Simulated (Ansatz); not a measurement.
# W2CF2 MXene monolayer in a perpendicular field

Wanted: the out-of-plane response of the W2CF2 MXene monolayer. A positive field points along +c.

Method: plane-wave DFT, PBE-D3(BJ), Ansatz PAW (set soft_1); PAW set soft_1, in Ansatz 0.2.0.

Report form: the programs' logs are mostly left out.

## 1. The structure

The cell holds 5 atoms: 2 F, 2 W and 1 C. Cell: a = 3.125 Å, b = 3.125 Å, c = 39.618 Å, α = 90.0°, β = 90.0°, γ = 120.0°. Vacuum lies along c.

As a file:

```cif
data_structure
_symmetry_space_group_name_H-M 'P 1'
_symmetry_Int_Tables_number 1
_cell_length_a 3.1254
_cell_length_b 3.1254
_cell_length_c 39.6176
_cell_angle_alpha 90.000
_cell_angle_beta 90.000
_cell_angle_gamma 120.000
_cell_volume 335.14
loop_
_atom_site_label
_atom_site_type_symbol
_atom_site_fract_x
_atom_site_fract_y
_atom_site_fract_z
_atom_site_occupancy
F1 F 0.33333 0.66667 0.44551 1
W2 W 0.66667 0.33333 0.46887 1
C3 C 0.00000 0.00000 0.50000 1
W4 W 0.33333 0.66667 0.53113 1
F5 F 0.66667 0.33333 0.55449 1
```

## 2. Relaxing the slab

The starting cell is a guess, so the in-plane lattice and the atoms are relaxed first, with the slab cut off from its images along the normal.

input.yaml reads:

```yaml
crystal:
  lattice:
    - [3.125408, 0.0, 0.0]
    - [-1.562704, 2.7066827252, 0.0]
    - [0.0, 0.0, 39.6175949265]
  atoms:
    - { symbol: F, position: [0.3333333333, 0.6666666667, 0.4455091237] }
    - { symbol: W, position: [0.6666666667, 0.3333333333, 0.4688723475] }
    - { symbol: C, position: [0.0, 0.0, 0.5] }
    - { symbol: W, position: [0.3333333333, 0.6666666667, 0.5311276525] }
    - { symbol: F, position: [0.6666666667, 0.3333333333, 0.5544908763] }
  periodic: [true, true, false]
kpoints:
  mp_grid: { grid: [12, 12, 1] }
hamiltonian:
  xc: pbe
  dispersion: d3bj
  pseudopotentials: { kind: paw, azcp: { folder: soft_1 } }
scf:
  occupations: { method: fermi_dirac, width: 0.05 }
  convergence: { dr2_threshold: 1.0e-09 }
relax:
  f_tol: 0.004
  max_steps: 90
  cell: {}
output:
  write_potential: true
  write_density: true
  volumetric_format: npy
```

Launch:

```sh
$ ansatz run input.yaml --threads 2 --pin off --max-ram 3072MiB --backend cpu --events-out ev --progress --plain --runs-dir out
```

Wall time 90 s (2 threads of Arm Neoverse V1, shared host); peak memory 0.64 GiB.

The steps of the relaxation:

```tsv
step	energy less that of the first step (eV)	largest force component (eV/Å)	volume (Å³)
1	0.0000	7.4800	335.14
2	-3.1622	4.3979	339.57
3	-3.3001	5.6961	345.76
4	-3.9736	0.6688	359.47
5	-4.0190	0.0882	369.44
6	-4.0197	0.0495	370.02
7	-4.0200	0.0061	370.04
8	-4.0200	0.0003	370.13
9*	-4.0459	0.0013	370.13
10	-4.0461	0.0006	371.37
11	-4.0460	0.0001	371.49
12*	-4.0465	0.0001	371.49
```

Relaxation steps marked * repeat the geometry before them on a plane-wave basis chosen anew for their cell, so energy and pressure can jump there.

The run keeps the 12 symmetry operations that it works with, so distortions that break them were not tested.

```tsv
cell as run	before	after	change
a (Å)	3.125	3.291	+5.3 %
b (Å)	3.125	3.291	+5.3 %
```

The atoms that moved most (Å, along periodic axes as changes of fractional coordinates times the final cell, across vacuum about the mean position):

```tsv
atom	dx	dy	dz	length
W2	0.000	0.000	0.307	0.307
W4	0.000	0.000	-0.307	0.307
F5	0.000	0.000	0.123	0.123
F1	0.000	0.000	-0.123	0.123
```

The relaxed structure:

```xyz
5
Lattice="3.2905 0.0000 0.0000 -1.6453 2.8497 0.0000 0.0000 0.0000 39.6176" Properties=species:S:1:pos:R:3
F     0.0000    1.8998   17.5269
W     1.6453    0.9499   18.8821
C     0.0000    0.0000   19.8088
W     0.0000    1.8998   20.7355
F     1.6453    0.9499   22.0907
```

Numbers from this step:

```
energy at zero smearing : -22638.8306 eV
```

The lattice constant a goes from 3.125 to 3.291 Å.

## 3. Single point, field 0

A sawtooth potential applies the field, turning back in the middle of the vacuum. With the dipole correction the typed value is the field outside the slab. The induced dipole is small, so the SCF threshold is tight.

The cell differs from the one that the last finished run ended in (c 39.618 → 22.564 Å).

input.yaml reads:

```yaml
crystal:
  lattice:
    - [3.2905098221, 0.0, 0.0]
    - [-1.6452549111, 2.8496650974, 0.0]
    - [0.0, 0.0, 22.5637472915]
  atoms:
    - { symbol: F, position: [0.3333333333, 0.6666666667, 0.3988699166] }
    - { symbol: W, position: [0.6666666667, 0.3333333333, 0.4589301032] }
    - { symbol: C, position: [0.0, 0.0, 0.5] }
    - { symbol: W, position: [0.3333333333, 0.6666666667, 0.5410698968] }
    - { symbol: F, position: [0.6666666667, 0.3333333333, 0.6011300834] }
kpoints:
  mp_grid: { grid: [18, 18, 1] }
  band_path:
    path: [[0, 0, 0], [0.5, 0, 0], [0.33333333, 0.33333333, 0], [0, 0, 0]]
    npoints: 16
hamiltonian:
  xc: pbe
  dispersion: d3bj
  pseudopotentials: { kind: paw, azcp: { folder: soft_1 } }
scf:
  occupations: { method: fermi_dirac, width: 0.02585 }
  convergence: { dr2_threshold: 1.0e-10 }
efield:
  axis: 3
  dipole_correction: true
  ramp_position: 0.97
  ramp_width: 0.06
  amplitude: 0
output:
  dos: { projected: true, e_range: [-6, 5] }
  write_potential: true
  write_density: true
  volumetric_format: npy
  elf: true
```

The job ended after 22 s (2 threads; peak memory 0.55 GiB; 44 s of CPU time).

This step gave:

```
energy at zero smearing   : -22638.8325 eV
work function, upper face : 4.361 eV
dipole along the normal   : 1.34e-6 e·Å
```

Running mean over a fixed 2.7 Å (it still follows the layers) of the planar mean; the ramp of the sawtooth is left out. The electron's electrostatic potential energy less the Fermi level by z:

z (Å), electron's electrostatic potential energy less the Fermi level (eV) and a bar from the least value:
```
        3        4.4 ##############################
        4        4.4 ##############################
        5        4.4 ##############################
        6        4.4 ##############################
        7        4.2 ##############################
        8        1.4 #########################
        9       -4.4 ################
       10      -11.0 ######
       11      -14.5 
       12      -13.1 ##
       13       -8.4 ##########
       14       -1.4 #####################
       15        3.0 ############################
       16        4.3 ##############################
       17        4.4 ##############################
       18        4.4 ##############################
       19        4.4 ##############################
```

The density of states has structure finer than the step of the table below, so its rows give means over 0.25 eV, whole bins alone (the curve runs from -6 to 1.55 eV). Peaks (eV: height): -5.780: 18.9, -4.900: 7.62, -3.460: 5.00, -0.400: 12.4, 0.370: 5.99, 1.030: 12.7, 1.110: 13.8.

Table of density of states by energy, zero at the Fermi level; means over each step:

```tsv
energy (eV)	density of states (states/eV a cell)
-5.75	8.23
-5.50	0.158
-5.25	2.89
-5.00	3.02
-4.75	1.96
-4.50	0
-4.25	0.202
-4.00	1.31
-3.75	1.66
-3.50	2.70
-3.25	1.35
-3.00	1.08
-2.75	1.20
-2.50	1.52
-2.25	1.20
-2.00	1.16
-1.75	0.931
-1.50	0.855
-1.25	0.788
-1.00	0.765
-0.75	0.968
-0.50	3.79
-0.25	2.56
0.00	0.640
0.25	2.10
0.50	2.82
0.75	2.39
1.00	7.72
1.25	5.92
```

Projected DOS per atom over height of the atomic layer and energy from the Fermi level. Layers: F W C W F from below.

Values in states/eV, 22 rows by 5 columns, each cell a mean:
```
0.08 1.36 0.09 1.36 0.08
0.27 3.62 0.08 3.62 0.27
0.09 1.20 0.07 1.20 0.09
0.12 1.06 0.15 1.06 0.12
0.01 0.27 0.06 0.27 0.01
0.08 1.45 0.19 1.45 0.08
0.05 0.61 0.08 0.61 0.05
0.02 0.33 0.04 0.33 0.02
0.03 0.36 0.04 0.36 0.03
0.04 0.40 0.03 0.40 0.04
0.06 0.51 0.03 0.51 0.06
0.07 0.61 0.02 0.61 0.07
0.05 0.52 0.02 0.52 0.05
0.06 0.47 0.04 0.47 0.06
0.15 0.97 0.08 0.97 0.15
0.11 0.67 0.04 0.67 0.11
0.05 0.35 0.01 0.35 0.05
0.00 0.00 0.00 0.00 0.00
0.08 0.47 1.56 0.47 0.08
0.48 0.41 0.98 0.41 0.48
0.19 0.06 0.16 0.06 0.19
2.09 0.90 2.30 0.90 2.09
```
Columns: height of the atomic layer (Å) from 9 to 13.6 (not evenly spaced); rows upwards: energy from the Fermi level (eV) from -5.96 to 1.51.

Electronic bands along the path, in eV, zero at the Fermi level:

```tsv
point	band 20	band 21	band 22	band 23	band 24	band 25	band 26	band 27
Γ	-5.37	-3.37	-3.37	-0.46	-0.12	0.96	0.96	1.87
halfway	-5.24	-3.78	-2.28	-0.69	0.40	1.06	1.14	1.91
M	-4.71	-4.19	-0.78	-0.10	0.21	1.08	1.63	2.31
halfway	-4.81	-3.47	-1.52	-0.86	1.00	1.17	1.98	2.48
K	-4.91	-2.26	-2.03	-2.03	1.22	1.22	2.33	2.91
halfway	-5.16	-3.33	-2.69	-0.18	0.24	0.92	1.28	2.30
Γ	-5.37	-3.37	-3.37	-0.46	-0.12	0.96	0.96	1.87
```

ELF in the ca plane at fractional y = 0.333, with atoms of W and F within 0.2 Å of it. It is the smooth field of the valence electrons, not physical close to the nuclei.

Ten even steps from '0' (0.00) to '9' (0.81), each cell a mean:
```
00000000000000000001112564343213687420000000
00000000000000000000126877433127999741000000
00000000000000000000148527743138879851000000
00000000000000000000138757643128989841000000
00000000000000000000114775343115898631000000
00000000000000000012211233443211354210000000
00000000000000000124531125643331000000000000
00000000000000000135541135643442000000000000
00000000000000000023421124553221121100000000
```
Columns run along c (16.0 Å, from fractional 0.07 to 0.78 of the cell), rows up along a (3.3 Å). Atoms in or near the plane, at fractional coordinates: W at (0.46, 0.67), F at (0.60, 0.67).

Valence density in the ca plane at fractional y = 0.333, with atoms of W and F within 0.2 Å of it. It is the smooth field of the valence electrons, not physical close to the nuclei.

Ten steps, logarithmic in the rise over the least value, from '0' (0 e/Å³) to '9' (11 e/Å³), each cell a mean:
```
00000000000000000000123555433222343100000000
00000000000000000000125787532224786300000000
00000000000000000000137888632236997410000000
00000000000000000000136887632225897310000000
00000000000000000000124676432223564200000000
00000000000000000001122344333322221000000000
00000000000000000001222223344432110000000000
00000000000000000012222223344432100000000000
00000000000000000001222233333332111000000000
```
Columns run along c (16.0 Å, from fractional 0.07 to 0.78 of the cell), rows up along a (3.3 Å). Atoms in or near the plane, at fractional coordinates: W at (0.46, 0.67), F at (0.60, 0.67).

Electrostatic potential energy in the ca plane at fractional y = 0.333, with atoms of W and F within 0.2 Å of it. With pseudopotentials it is smooth inside the atoms' cores, unlike the true potential.

Ten even steps from '0' (-42 eV) to '9' (6 eV), each cell a mean:
```
99999999999999999875324788888889999999999999
99999999999999999851001588885227999999999999
99999999999999999840000378982004999999999999
99999999999999999850000488884015999999999999
99999999999999999863102688887568999999999999
99999999999999999987556777778999999999999999
99999999999999999988888775568899999999999999
99999999999999999998888765567899999999999999
99999999999999999988777876678899999999999999
```
Columns run along c (16.0 Å, from fractional 0.12 to 0.83 of the cell; values clipped at the 3rd and 97th percentile), rows up along a (3.3 Å). Atoms in or near the plane, at fractional coordinates: W at (0.46, 0.67), F at (0.60, 0.67).

The work function of the upper face is 4.36 eV.

## 4. Atoms held, field 0.1 V/Å

input.yaml: that of step 3 with these lines changed.

```diff
@@ -26,7 +26,6 @@
   dipole_correction: true
-  ramp_position: 0.97
-  ramp_width: 0.06
-  amplitude: 0
+  ramp_position: 0.9233
+  ramp_width: 0.1533
+  amplitude: 0.1
 output:
-  dos: { projected: true, e_range: [-6, 5] }
   write_potential: true
@@ -34,2 +33 @@
   volumetric_format: npy
-  elf: true
```

The job ended after 24 s (2 threads; peak memory 0.52 GiB).

The dipole is 0.0261 e·Å.

## 5. Atoms held, field -0.1 V/Å

input.yaml: that of step 4 with these lines changed.

```diff
@@ -28,3 +28,3 @@
   ramp_width: 0.1533
-  amplitude: 0.1
+  amplitude: -0.1
 output:
```

The job ended after 23 s (2 threads; peak memory 0.52 GiB).

The dipole is -0.0261 e·Å.

## 6. Response, atoms held

This step: plane-wave DFT, PBE-D3(BJ), Ansatz PAW (set soft_1); response to a field along the normal, atoms held; PAW set soft_1 (Ansatz 0.2.0).

The dipoles give the slope, and the difference of two potentials shows where the field is screened.

This step gave:

| Item | Value |
| --- | --- |
| equivalent conductor thickness p/(ε₀AE) | 5.045 Å |
| distance between the outer atoms | 4.564 Å |

The dipole of the cell by applied field:

```tsv
applied field (V/Å)	dipole of the cell (e·Å)
-0.1000	-0.0261
0.0000	1.3e-6
0.1000	0.0261
```

Local field over the applied field, running mean. From the potentials at -0.1 and 0.1 V/Å; running mean over 2.5 Å. Local field over applied field against z:

```tsv
z (Å)	local field over applied field
4.5	1.000
5.0	0.999
5.5	0.998
6.0	0.995
6.5	0.983
7.0	0.947
7.5	0.864
8.0	0.738
8.5	0.578
9.0	0.415
9.5	0.260
10.0	0.141
10.5	0.0652
11.0	0.0357
11.5	0.0346
12.0	0.0590
12.5	0.129
13.0	0.242
13.5	0.394
14.0	0.557
14.5	0.719
15.0	0.850
15.5	0.939
16.0	0.980
16.5	0.994
17.0	0.998
17.5	0.999
18.0	1.000
```

Electrons, planar mean, per unit field. Induced electron density against z:

```tsv
z (Å)	induced electron density (e/Å³ per V/Å)
4.09	3.1e-7
4.51	7.5e-7
4.94	1.8e-6
5.22	3.4e-6
5.64	9.0e-6
6.06	2.4e-5
6.49	6.6e-5
6.77	1.3e-4
7.19	3.6e-4
7.62	9.2e-4
8.04	0.00212
8.32	0.00305
8.74	0.00207
9.17	0.00272
9.59	8.0e-4
9.87	1.7e-4
10.29	0.00129
10.72	3.9e-4
11.14	4.8e-4
11.42	-4.8e-4
11.85	-3.9e-4
12.27	-0.00129
12.69	-1.7e-4
12.97	-8.1e-4
13.40	-0.00272
13.82	-0.00207
14.24	-0.00305
14.53	-0.00212
14.95	-9.2e-4
15.37	-3.6e-4
15.79	-1.3e-4
16.08	-6.6e-5
16.50	-2.4e-5
16.92	-9.0e-6
17.35	-3.4e-6
17.63	-1.8e-6
18.05	-7.5e-7
18.47	-3.1e-7
```

By hand: between -0.1 and 0.1 V/Å the dipole changes by 0.05229 e·Å, a slope of 0.2614 e·Å²/V. A perfect conductor of thickness t has p = ε₀AEt, so t = 180.95 × 0.2614 / 9.377 = 5.05 Å (e/ε₀ = 180.95 V·Å, A in Å²).

The induced dipole is that of a conductor 5.05 Å thick.

## 7. What came out

```json
{"gap without field": "none", "work function, upper face": "4.36 eV", "equivalent conductor thickness, atoms held": "5.05 Å"}
```

What this shows: The induced dipole equals that of a perfect conductor 5.05 Å thick, while the outer atoms lie 4.56 Å apart. There is no gap over 0.03 eV, with or without the field. The main runs have no spin polarisation; a magnetic state could lie lower and would change these results. Spin-orbit coupling is left out, which matters for the bands of elements this heavy. The MXene's terminations sit over the metal atoms of its far layer; the site over carbon or nitrogen, which some compounds prefer, was not run.

[Logs are printed without paths, hosts, clocks, repeated set-up lines and the standing remarks that a program may print on its own settings, such as how far it seeks lower states.]

[Hosts, paths, dates, database ids (printed as entryN), source tags and the programs' standing remarks are cut or masked in the printed files.]

[Maps of the electrostatic potential energy from Ansatz leave out the sawtooth potential of an applied field or a dipole correction, so their vacuum need not be flat; planar profiles and work functions include it.]

[The density of states shown here was stored with 400 of the rows of the run's finer table, so its peaks can read low, often by over a quarter, or be missed, and its means over a window can be off by a tenth or more.]
